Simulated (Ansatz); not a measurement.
# What ScTeN3 (model cell, started as cubic perovskite with Te in the octahedra) distorts into

Which phase does ScTeN3 (model cell, started as cubic perovskite with Te in the octahedra) fall into along its unstable mode, and how much energy does it gain?

Main program and level: Ansatz 0.2.0; DFT PBEsol, scalar-relativistic, plane waves, PAW; PAW set soft_1.

The structure was built from a prototype and need not be the compound's stable phase.

## Step 1: The structure

The structure is cubic, space group Pm-3m (No. 221). The conventional cell has a = 3.913 Å, b = 3.913 Å, c = 3.913 Å, α = 90.00°, β = 90.00°, γ = 90.00°. Nearest to Sc lie 12 N at 2.77 Å and 8 Te at 3.39 Å. Te has 6 N at 1.96 Å and 8 Sc at 3.39 Å nearest. Nearest to N lie 2 Te at 1.96 Å and 4 Sc at 2.77 Å. Farther neighbours and most contacts between anions are not listed.

## Step 2: Response at finite wavevector

The cell comes from relaxations at this level that are not shown. Stability and thermal properties need the whole zone. Linear response on a 4×4×4 q mesh gives force constants as far as a supercell of that size would.

Contents of input.yaml:

```yaml
crystal:
  lattice:
    - [3.9131533689, 0.0, 0.0]
    - [0.0, 3.9131533689, 0.0]
    - [0.0, 0.0, 3.9131533689]
  atoms:
    - { symbol: Sc, position: [0.0, 0.0, 0.0] }
    - { symbol: Te, position: [0.5, 0.5, 0.5] }
    - { symbol: "N", position: [0.5, 0.5, 0.0] }
    - { symbol: "N", position: [0.5, 0.0, 0.5] }
    - { symbol: "N", position: [0.0, 0.5, 0.5] }
kpoints:
  mp_grid: { grid: [12, 12, 12] }
hamiltonian:
  xc: pbesol
  pseudopotentials: { kind: paw, azcp: { folder: soft_1 }, xc_functional: pbe }
scf:
  occupations: { method: methfessel_paxton, width: 0.2 }
output:
  eigenvalues: true
phonons:
  method: dfpt
  qmesh: [4, 4, 4]
  temperatures: { t_max: 1000, t_step: 50 }
  qpath:
    path:
      - [[0.0, 0.0, 0.0], [0.0, 0.5, 0.0], [0.5, 0.5, 0.0], [0.0, 0.0, 0.0], [0.5, 0.5, 0.5], [0.0, 0.5, 0.0]]
      - [[0.5, 0.5, 0.5], [0.5, 0.5, 0.0]]
    npoints: 10
```

Started as:

```sh
ansatz run input.yaml --threads 8 --pin off --max-ram 16384MiB --backend cpu --events-out ev --progress --plain --runs-dir out
```

Numbers of over 12 decimals in the logs are rounded to 6 here.

Log:

```text
Engine: ansatz 0.2.0, x86_64-unknown-linux-gnu
Pseudopotentials: kind: paw
Pseudopotential: Sc, paw, valence charge 11, recommended cutoff 420 eV (normal), soft_1/Sc.paw.azcp
Pseudopotential: Te, paw, valence charge 16, recommended cutoff 420 eV (normal), soft_1/Te.paw.azcp
Pseudopotential: N, paw, valence charge 5, recommended cutoff 420 eV (normal), soft_1/N.paw.azcp
Functional definition: PBEsol
  exchange = pbesol_x
  correlation = pbesol_c
Crystal: 5 atoms, lattice volume = 59.921 Å³
Basis set: ecut = 420 eV, 1189 PW (Γ), exchange–correlation on 54×54×54 points (8 copies of the dense FFT grid, shifted against one another)
Bands: 26, of which v1, the nominal top of the filled ones, is band 21 counted from 1 (20 counted from 0)
Symmetry: 48 space group operations
k-points: 84 of 1728
Non-local potential: Sc, projectors of the file, l = 0: 3, l = 1: 2, l = 2: 3, l = 3: 1
Non-local potential: Te, projectors of the file, l = 0: 2, l = 1: 2, l = 2: 2, l = 3: 1
Non-local potential: N, projectors of the file, l = 0: 2, l = 1: 2, l = 2: 1
PAW form: soft (Blöchl's): semilocal exchange-correlation on the pseudo side does not see the compensation charge
PAW frozen core: Sc, regenerated for the run's functional, and the local potential with it (the file was generated under x = pbe(κ = 0.804, μ = 0.219515), c = pbe(β = 0.066725))
PAW frozen core: Te, regenerated for the run's functional, and the local potential with it (the file was generated under x = pbe(κ = 0.804, μ = 0.219515), c = pbe(β = 0.066725))
PAW frozen core: N, regenerated for the run's functional, and the local potential with it (the file was generated under x = pbe(κ = 0.804, μ = 0.219515), c = pbe(β = 0.066725))
PAW one-centre angular grid: Sc, 590 points (default); XC on 64 Gauss nodes
PAW one-centre angular grid: Te, 590 points (default); XC on 64 Gauss nodes
PAW one-centre angular grid: N, 110 points (default); XC on 64 Gauss nodes
Initial density: superposition of atomic densities (chi_scale 0.1, normalization cell, long waves kept (reshape's long-wave potential 0.00 eV rms))
Initial wavefunctions: pseudopotential atomic-orbital guess
Functional: x = pbesol(κ = 0.804, μ = 0.123457), c = pbesol(β = 0.046)
SCF iter   1: F=—  HF=-10147.642901 eV  |F-HF|=—  |Δ(HF+E_count)|=         —  Δρ=9.43e-2  dr2=5.99e0  ethr=3.10e-3  ⟨swp⟩=5.8  Hψ=9833  notcnv=0
preconditioner: auto → Kerker (q_TF=auto, 2.571 Å⁻¹)  [metal: Δε(μ)=0.041 eV  Ē_g=8.978 eV  σ=0.200 eV  W_gap=0.17  n_scr=18 (ndim 8)  ℏωp=23.5 eV  f_vac=0.000  D(μ)=0.79/eV (n_scr^D=0)]
SCF iter   2: F=—  HF=-10146.329078 eV  |F-HF|=—  |Δ(HF+E_count)|=    1.31e0  S|Δr|=    0.00e0  Δρ=4.57e-2  dr2=1.41e0  ethr=3.10e-3  ⟨swp⟩=2.0  Hψ=4030  notcnv=0  defer=71
SCF iter   3: F=—  HF=-10145.952975 eV  |F-HF|=—  |Δ(HF+E_count)|=   3.76e-1  S|Δr|=    0.00e0  Δρ=1.08e-2  dr2=7.87e-2  ethr=3.10e-3  ⟨swp⟩=2.2  Hψ=3527  notcnv=0  defer=71
SCF iter   4: F=—  HF=-10145.929005 eV  |F-HF|=—  |Δ(HF+E_count)|=   2.40e-2  S|Δr|=    0.00e0  Δρ=1.35e-3  dr2=1.68e-3  ethr=1.87e-4  ⟨swp⟩=2.1  Hψ=3662  notcnv=0  defer=62
SCF iter   5: F=—  HF=-10145.928602 eV  |F-HF|=—  |Δ(HF+E_count)|=   4.02e-4  S|Δr|=    0.00e0  Δρ=3.80e-4  dr2=1.50e-4  ethr=4.01e-6  ⟨swp⟩=2.1  Hψ=3125  notcnv=0  defer=62
SCF iter   6: F=—  HF=-10145.928585 eV  |F-HF|=—  |Δ(HF+E_count)|=   1.71e-5  S|Δr|=    0.00e0  Δρ=9.42e-5  dr2=7.37e-6  ethr=3.58e-7  ⟨swp⟩=2.1  Hψ=2845  notcnv=0  defer=62
SCF iter   7: F=—  HF=-10145.928588 eV  |F-HF|=—  |Δ(HF+E_count)|=   2.21e-6  S|Δr|=    0.00e0  Δρ=2.15e-5  dr2=2.29e-7  ethr=1.76e-8  ⟨swp⟩=2.2  Hψ=3807  notcnv=0  defer=62
SCF iter   8: F=—  HF=-10145.928586 eV  |F-HF|=—  |Δ(HF+E_count)|=   2.04e-6  S|Δr|=    0.00e0  Δρ=5.22e-6  dr2=1.47e-8  ethr=5.45e-10  ⟨swp⟩=2.0  Hψ=3750  notcnv=0  defer=62
SCF iter   9: F=—  HF=-10145.928586 eV  |F-HF|=—  |Δ(HF+E_count)|=   5.53e-9  S|Δr|=    0.00e0  Δρ=1.13e-6  dr2=5.00e-10  ethr=3.49e-11  ⟨swp⟩=2.0  Hψ=3760  notcnv=0  defer=62
SCF iter  10: F=—  HF=-10145.928586 eV  |F-HF|=—  |Δ(HF+E_count)|=  3.24e-10  S|Δr|=    0.00e0  Δρ=1.91e-7  dr2=1.60e-11  ethr=1.19e-12  ⟨swp⟩=2.4  Hψ=2882  notcnv=0  defer=62
SCF iter  11: F=-10145.928586 eV  HF=-10145.928586 eV  |F-HF|=1.82e-12  |Δ(HF+E_count)|=    0.00e0  S|Δr|=    0.00e0  Δρ=4.47e-8  dr2=1.46e-12  ethr=1.00e-12  ⟨swp⟩=10.3  Hψ=10560  notcnv=0
SCF 1 converged in 11 iterations: F = -10145.928586 eV  dr2 = 1.46e-12
  greatest PAW one-centre occupation: 1.000 electrons in one spin orbital (limit 2), on the Te atom at site 1 (counted from 0), in its partial waves of l = 2
Initial density: read from a saved state, or passed on in memory by an earlier SCF of this step, an earlier step, the calling program or the single point that the run made first
iter 1 solved again at ethr=8.58e-8 eV; its pass at ethr=3.10e-3 eV (dr2=3.60e-5 eV) is discarded
SCF iter   1: F=—  HF=-10145.928586 eV  |F-HF|=—  |Δ(HF+E_count)|=         —  Δρ=3.14e-6  dr2=9.21e-9  ethr=8.58e-8  ⟨swp⟩=4.1  Hψ=17565  notcnv=0
eigensolver tolerance schedule: the retry pair's looser diagonalisation over-reported the residual by 3913.25 of it (diagonalisation noise at 0.12 of the residual, at the tolerance the schedule requests for it); recorded, not acted on — ethr = c·dr2/N_el stays at c = 1.0e-1
preconditioner: auto → Kerker (q_TF=auto, 2.571 Å⁻¹)  [metal: Δε(μ)=0.015 eV  Ē_g=9.086 eV  σ=0.200 eV  W_gap=0.06  n_scr=18 (ndim 8)  ℏωp=23.5 eV  f_vac=0.000  D(μ)=1.22/eV (n_scr^D=6)]
SCF iter   2: F=—  HF=-10145.928586 eV  |F-HF|=—  |Δ(HF+E_count)|=   1.92e-7  S|Δr|=    0.00e0  Δρ=1.76e-6  dr2=2.32e-9  ethr=2.19e-11  ⟨swp⟩=3.2  Hψ=4952  notcnv=0
SCF iter   3: F=—  HF=-10145.928586 eV  |F-HF|=—  |Δ(HF+E_count)|=  2.36e-10  S|Δr|=    0.00e0  Δρ=1.09e-6  dr2=9.74e-10  ethr=5.53e-12  ⟨swp⟩=1.0  Hψ=2184  notcnv=0
SCF iter   4: F=—  HF=-10145.928586 eV  |F-HF|=—  |Δ(HF+E_count)|=  1.20e-10  S|Δr|=    0.00e0  Δρ=5.94e-7  dr2=3.26e-10  ethr=2.32e-12  ⟨swp⟩=1.0  Hψ=2186  notcnv=0
SCF iter   5: F=—  HF=-10145.928586 eV  |F-HF|=—  |Δ(HF+E_count)|=  1.82e-11  S|Δr|=    0.00e0  Δρ=4.64e-7  dr2=2.03e-10  ethr=1.00e-12  ⟨swp⟩=1.0  Hψ=2184  notcnv=0
SCF iter   6: F=—  HF=-10145.928586 eV  |F-HF|=—  |Δ(HF+E_count)|=  1.09e-11  S|Δr|=    0.00e0  Δρ=3.97e-7  dr2=1.49e-10  ethr=1.00e-12  ⟨swp⟩=1.0  Hψ=2184  notcnv=0
SCF iter   7: F=—  HF=-10145.928586 eV  |F-HF|=—  |Δ(HF+E_count)|=  7.28e-12  S|Δr|=    0.00e0  Δρ=3.11e-7  dr2=9.08e-11  ethr=1.00e-12  ⟨swp⟩=1.0  Hψ=2184  notcnv=0
SCF iter   8: F=-10145.928586 eV  HF=-10145.928586 eV  |F-HF|=5.46e-12  |Δ(HF+E_count)|=  1.82e-11  S|Δr|=    0.00e0  Δρ=7.42e-8  dr2=5.10e-12  ethr=1.00e-12  ⟨swp⟩=2.1  Hψ=5224  notcnv=0
[...]
NSCF: frozen V_eff on 343 k-points
DFPT response loops at q = (0, 0, 0) (fractional): preconditioner auto → Kerker (q_TF=auto, 2.571 Å⁻¹) (partly filled bands, converged f_vac=0.000); β = 1.00, the filter's whole step (`scf.mixing.beta` (0.50) is not read by the response loops under this deck's `scf.mixing.preconditioner`; to damp them name `kerker` or `kerker_dos`, under which they read `scf.mixing.beta`, and type it under 1.00, their step now; both keys bind the ground state too); Broyden in place of MSR1
NSCF: frozen V_eff on 1176 k-points
DFPT response loops at q = (0, 0, 0.25) (fractional): mixed as the last ones told, above
NSCF: frozen V_eff on 686 k-points
DFPT response loops at q = (0, 0, -0.5) (fractional): mixed as the last ones told, above
NSCF: frozen V_eff on 2016 k-points
DFPT response loops at q = (0, 0.25, 0.25) (fractional): mixed as the last ones told, above
NSCF: frozen V_eff on 1176 k-points
DFPT response loops at q = (0, 0.25, -0.5) (fractional): mixed as the last ones told, above
NSCF: frozen V_eff on 686 k-points
DFPT response loops at q = (0, -0.5, -0.5) (fractional): mixed as the last ones told, above
NSCF: frozen V_eff on 3456 k-points
DFPT response loops at q = (0.25, 0.25, 0.25) (fractional): mixed as the last ones told, above
NSCF: frozen V_eff on 2016 k-points
DFPT response loops at q = (0.25, 0.25, -0.5) (fractional): mixed as the last ones told, above
NSCF: frozen V_eff on 1176 k-points
DFPT response loops at q = (0.25, -0.5, -0.5) (fractional): mixed as the last ones told, above
NSCF: frozen V_eff on 686 k-points
DFPT response loops at q = (-0.5, -0.5, -0.5) (fractional): mixed as the last ones told, above
SCF converged after 11 iterations
Stability not checked: this state was not tested for a lower state beside it, because cold or Methfessel-Paxton smearing, or corrected tetrahedra, fill the levels in a way that the test cannot read (fill_not_monotonic; see scf.lower_state_search)
Free energy (F): -10145.928586 eV
Harris-Foulkes:  -10145.928586 eV  (|F-HF|=1.82e-12)
Internal energy: -10145.927516 eV  (E = F + TS)
E sigma→0 (E₀):  -10145.928318 eV
Entropy (-TS):   -0.001070 eV (-0.214 meV/atom)
Fermi energy:    12.912159 eV
--- Per-component energies (eV) ---
  E_band       = -289.359630
  E_kinetic    = 768.441123
  E_local      = -2565.660788  (includes V_loc(G=0)·N_el)
  E_nonlocal   = 317.328831
  E_hartree    = 1127.886771
  E_xc         = -383.986651
  E_vxc        = -433.219106  (∫ρ·V_xc dr)
  E_paw        = -5932.378781  (= ΣΔE_a)
  E_vpaw       = -632.025661  (= ΣTr[D̂ρ^β])
  E_aug_tail   = 0.002420  (compensation charges beyond the density's cutoff)
  E_ewald      = -3478.148573
  E_core_change = 0.588133  (= ΣΔE_core)
  E_smearing   = -0.001070  (= −TS)
  E_closure    = -0.000000  (closes the sum)
  Σ components = -10145.928586   (vs F -10145.928586, Δ=0.00e0)
--- Band table (eV; the first three rows and the last of 84) ---
  k-point 0: bands = [... 17 lower, 11.4461, 11.4461, 11.4817, 11.4817, 11.4817, 13.7864, 13.7864, 14.2307, ... 1 higher]
  k-point 1: bands = [... 17 lower, 11.3835, 11.3835, 11.4149, 11.4149, 11.4173, 13.8416, 13.9720, 14.2398, ... 1 higher]
  k-point 2: bands = [... 17 lower, 11.1580, 11.1580, 11.3188, 11.3188, 11.6784, 13.9965, 14.2647, 14.3876, ... 1 higher]
  k-point 83: bands = [... 17 lower, 10.9516, 13.3357, 13.3357, 13.3357, 14.4973, 14.4973, 14.4973, 14.9808, ... 1 higher]
--- Phonons (Γ-DFPT): 4 representative perturbations + reference (Σ response iterations 15) ---
  ASR residual: 2.292e-5 → 0.000e0 eV/Å²; symmetrization residual: 4.674e-6 eV/Å²
  ASR residual per site (eV/Å²): 2.29e-5 9.67e-6 4.93e-6 4.93e-6 4.93e-6
  Γ frequencies (cm⁻¹): -295.86 -295.86 -295.86 -240.45 -240.45 -240.45 0.00 0.00 0.00 214.63 214.63 214.63 869.24 869.24 869.24
--- Phonons (arbitrary-q DFPT): 10 irreducible q on the 4×4×4 mesh ---
  q = [0.0000, 0.0000, 0.0000] (star 1, of the zone-centre solve; hermiticity 2.61e-7, symmetrization 7.88e-13): -295.86 -295.86 -295.86 -240.45 -240.45 -240.45 -0.00 -0.00 0.00 214.63 214.63 214.63 869.24 869.24 869.24
  q = [0.0000, 0.0000, 0.2500] (star 6, 9 solved perturbations in 4536 linear systems a pass and spin channel, the states on 588 of 1728 k-point pairs; hermiticity 2.75e-7, symmetrization 1.34e-12): -277.93 -277.93 -228.08 -208.23 -208.23 -170.93 88.64 88.64 139.11 201.23 201.23 254.55 866.46 874.88 874.88
  q = [0.0000, 0.0000, -0.5000] (star 3, 9 solved perturbations in 2646 linear systems a pass and spin channel, the states on 343 of 1728 k-point pairs; hermiticity 2.38e-7, symmetrization 1.10e-12): -267.73 -267.73 -197.96 -164.53 -164.53 91.74 156.12 156.12 157.58 157.58 195.58 316.56 842.46 878.88 878.88
  q = [0.0000, 0.2500, 0.2500] (star 12, 9 solved perturbations in 7686 linear systems a pass and spin channel, the states on 1008 of 1728 k-point pairs; hermiticity 2.91e-7, symmetrization 2.42e-14): -334.05 -285.54 -247.93 -190.88 -177.51 100.87 108.13 130.42 187.27 223.61 267.30 278.51 830.91 879.40 908.66
  q = [0.0000, 0.2500, -0.5000] (star 12, 15 solved perturbations on 588 of 1728 k-point pairs; hermiticity 3.46e-7, symmetrization 1.29e-14): -363.46 -259.80 -246.70 -220.82 -128.27 129.94 140.33 159.61 178.77 267.60 289.79 333.31 806.47 883.88 904.61
  q = [0.0000, -0.5000, -0.5000] (star 3, 9 solved perturbations in 2646 linear systems a pass and spin channel, the states on 343 of 1728 k-point pairs; hermiticity 4.00e-7, symmetrization 2.70e-13): -406.58 -301.79 -301.79 -97.72 -97.72 -94.26 164.53 188.28 188.28 336.17 336.17 345.63 789.98 888.34 940.26
  q = [0.2500, 0.2500, 0.2500] (star 8, 4 solved perturbations in 4536 linear systems a pass and spin channel, the states on 1728 of 1728 k-point pairs; hermiticity 1.53e-7, symmetrization 1.14e-12): -342.09 -319.29 -319.29 -211.44 -211.44 -76.46 215.82 215.82 220.58 281.81 281.81 307.13 832.21 832.21 938.10
  q = [0.2500, 0.2500, -0.5000] (star 12, 9 solved perturbations in 7686 linear systems a pass and spin channel, the states on 1008 of 1728 k-point pairs; hermiticity 2.64e-7, symmetrization 4.66e-13): -382.70 -359.54 -308.22 -236.62 -217.29 -116.02 219.82 238.06 276.25 301.43 302.92 344.83 804.71 834.35 951.86
  q = [0.2500, -0.5000, -0.5000] (star 6, 9 solved perturbations in 4536 linear systems a pass and spin channel, the states on 588 of 1728 k-point pairs; hermiticity 2.25e-7, symmetrization 1.36e-14): -415.62 -381.56 -381.56 -228.72 -228.72 -176.11 241.95 278.67 278.67 342.41 342.41 350.82 786.75 823.78 972.89
  q = [-0.5000, -0.5000, -0.5000] (star 1, 4 solved perturbations in 931 linear systems a pass and spin channel, the states on 343 of 1728 k-point pairs; hermiticity 1.09e-7, symmetrization 1.64e-12): -463.05 -463.05 -463.05 -245.76 -245.76 -245.76 298.92 298.92 298.92 355.83 355.83 355.83 784.36 784.36 985.23
  sum rule: each row above includes the acoustic sum rule's correction from the zone centre's row sums; it moved no ω² by more than (0.37 cm⁻¹)²
  mesh force constants: q→R imaginary residual 9.76e-19; ASR residual 2.292e-5 → 0.000e0 eV/Å²; symmetrization residual 2.132e-14 eV/Å²
  interpolated dispersion: 62 rows × 15 modes
  density of states and harmonic sums: on the 16×16×16 q-mesh, interpolated from the force constants of a 4×4×4 supercell (no non-analytic term)
  largest difference from the sums on the solved wave vectors: F 2.86e-2 eV, S 3.49e-5 and C_V 8.76e-6 eV/K
  zero-point energy: 0.252031 eV/cell   skipped modes (ω ≤ 0): 927, of them read as no rigid motion or as one in doubt: 924 (5.551e0 modes/cell left out, lowest -463.05 cm⁻¹)   left out of the sums: 3.70e-1 of the cell's modes: C_V's classical limit lies that fraction below 3 k_B per atom; for a crystal, a wire or a layer, F and S can be off by more, and a phonons.interpolated_qmesh denser along its periods is the remedy for the sampling
```

It took 22 min on 8 threads of AMD EPYC 7R32 (Zen 2), shared host; peak memory 6.3 GiB.

The column dr2 measures how far the density is from self-consistency, as an energy; F and HF (Harris–Foulkes) agree once it is small.

This step gave:

* volume per atom: 11.98 Å³
* gap on the k-mesh: 0 eV
* sum-rule residual before enforcement: 2.29e-5 eV/Å²
* lowest frequency on the path: -463.0 cm⁻¹
* point group: m-3m
* highest frequency on the path or at a solved wavevector: 985.2 cm⁻¹
* highest optical mode at the zone centre (no LO-TO term): 869.2 cm⁻¹
* lowest optical zone-centre mode: -295.9 cm⁻¹
* lowest mode on the q mesh (acoustic modes at Γ apart): -463.1 cm⁻¹

Frequencies (cm⁻¹) solved at each irreducible wavevector; negative means imaginary. Frequencies by wavevector, by row:

```csv
q in reciprocal lattice units,star,mode 1,mode 2,mode 3,mode 4,mode 13,mode 14,mode 15
0 0 0,1,-295.9,-295.9,-295.9,-240.4,869.2,869.2,869.2
0 0 0.25,6,-277.9,-277.9,-228.1,-208.2,866.5,874.9,874.9
0 0 -0.5,3,-267.7,-267.7,-198,-164.5,842.5,878.9,878.9
0 0.25 0.25,12,-334.1,-285.5,-247.9,-190.9,830.9,879.4,908.7
0 0.25 -0.5,12,-363.5,-259.8,-246.7,-220.8,806.5,883.9,904.6
0 -0.5 -0.5,3,-406.6,-301.8,-301.8,-97.7,790,888.3,940.3
0.25 0.25 0.25,8,-342.1,-319.3,-319.3,-211.4,832.2,832.2,938.1
0.25 0.25 -0.5,12,-382.7,-359.5,-308.2,-236.6,804.7,834.4,951.9
0.25 -0.5 -0.5,6,-415.6,-381.6,-381.6,-228.7,786.8,823.8,972.9
-0.5 -0.5 -0.5,1,-463.1,-463.1,-463.1,-245.8,784.4,784.4,985.2
```

Interpolated from a 4×4×4 q mesh. Phonon branches along the path, in cm⁻¹:

```csv
point,branch 1,branch 2,branch 3,branch 4,branch 12,branch 13,branch 14,branch 15
Γ,-296,-296,-296,-240,215,869,869,869
halfway,-278,-278,-228,-208,254,866,875,875
X,-268,-268,-198,-164,317,842,879,879
halfway,-364,-260,-247,-221,333,806,884,905
M,-407,-302,-302,-98,346,790,888,940
halfway,-334,-286,-248,-191,278,831,879,909
Γ,-296,-296,-296,-240,215,869,869,869
halfway,-342,-319,-319,-211,307,832,832,938
R,-463,-463,-463,-246,356,784,784,985
halfway,-383,-360,-308,-237,345,805,834,952
X,-268,-268,-198,-164,317,842,879,879
jump to R,-463,-463,-463,-246,356,784,784,985
halfway,-416,-382,-382,-229,351,787,824,973
M,-407,-302,-302,-98,346,790,888,940
```

Symmetry leaves 10 wavevectors to solve. The lowest mode among them, the acoustic zeros apart, lies at q = (-0.5, -0.5, -0.5) and is imaginary, 463.1i cm⁻¹, so the energy falls along it.

## Step 3: The mode frozen in, largest atomic shift 0 Å

The mode followed lies at q = (-0.5, -0.5, -0.5) with frequency 463.0i cm⁻¹ and is 3-fold degenerate, the softest among the wavevectors solved. At small amplitude the distorted cell has space group no. 167 by a symmetry search on the positions. The undistorted cell that holds it gives the zero of energy on the same k mesh.

System of this step: ScTeN3 (model cell, started as cubic perovskite with Te in the octahedra). The structure is cubic, space group Pm-3m (No. 221). The conventional cell has a = 3.913 Å, b = 3.913 Å, c = 3.913 Å, α = 90.00°, β = 90.00°, γ = 90.00°. Sc has 12 N at 2.77 Å and 8 Te at 3.39 Å nearest. Te has 6 N at 1.96 Å and 8 Sc at 3.39 Å nearest. N has 2 Te at 1.96 Å and 4 Sc at 2.77 Å nearest. Farther neighbours and most contacts between anions are not listed.

Contents of input.yaml:

```yaml
crystal:
  lattice:
    - [3.9131533689, 3.9131533689, 0.0]
    - [3.9131533689, 0.0, 3.9131533689]
    - [3.9131533689, 0.0, -3.9131533689]
  atoms:
    - { symbol: Sc, position: [0.0, 0.0, 0.0] }
    - { symbol: Sc, position: [0.0, 0.5, 0.5] }
    - { symbol: Te, position: [0.5, 0.25, 0.75] }
    - { symbol: Te, position: [0.5, 0.75, 0.25] }
    - { symbol: "N", position: [0.5, 0.5, 0.5] }
    - { symbol: "N", position: [0.5, 0.0, 0.0] }
    - { symbol: "N", position: [0.0, 0.0, 0.5] }
    - { symbol: "N", position: [0.0, 0.5, 0.0] }
    - { symbol: "N", position: [0.5, 0.5, 0.0] }
    - { symbol: "N", position: [0.5, 0.0, 0.5] }
kpoints:
  mp_grid: { grid: [10, 10, 10] }
hamiltonian:
  xc: pbesol
  pseudopotentials: { kind: paw, azcp: { folder: soft_1 }, xc_functional: pbe }
scf:
  occupations: { method: methfessel_paxton, width: 0.2 }
output:
  forces: true
  stress: true
  eigenvalues: true
```

Log:

```text
[...]
Crystal: 10 atoms, lattice volume = 119.842 Å³
Basis set: ecut = 420 eV, 2397 PW (Γ), exchange–correlation on 80×80×80 points (8 copies of the dense FFT grid, shifted against one another)
Bands: 52, of which v1, the nominal top of the filled ones, is band 42 counted from 1 (41 counted from 0)
Symmetry: 96 space group operations
[...]
k-points: 47 of 1000
[...]
k-point 0: bands = [... 38 lower, 11.4800, 11.4800, 13.3336, 13.3336, 13.3336, 13.7852, 13.7852, 14.2296, ... 6 higher]
  k-point 1: bands = [... 38 lower, 11.4529, 11.5174, 13.0710, 13.0710, 13.2774, 13.8938, 13.8938, 14.2872, ... 6 higher]
  k-point 2: bands = [... 38 lower, 11.5345, 11.6273, 12.6315, 12.6315, 13.1173, 14.0514, 14.0514, 14.4393, ... 6 higher]
  k-point 46: bands = [... 38 lower, 10.8502, 10.8829, 11.6778, 12.3011, 14.8343, 14.8626, 14.8827, 14.9332, ... 6 higher]
[key lines of the parts left out:]
SCF converged after 8 iterations
Free energy (F): -20291.859854 eV
Fermi energy:    12.901481 eV
P = ⅓ Tr σ = 0.0973 GPa (0.973 kbar)
```

Run time: 3.9 s. Hardware: 8 threads; peak memory 0.78 GiB; 27 s of CPU time.

This step gave:

```
pressure                         : 0.09731 GPa
energy from the undistorted cell : 0 meV/atom
```

The run ends at a pressure of 0.10 GPa.

[end of part 1 of 3]

[Logs are printed without paths, hosts, clocks, repeated set-up lines and the standing remarks that a program may print on its own settings, such as how far it seeks lower states.]

[Hosts, paths, dates, database ids (printed as entryN), source tags and the programs' standing remarks are cut or masked in the printed files.]
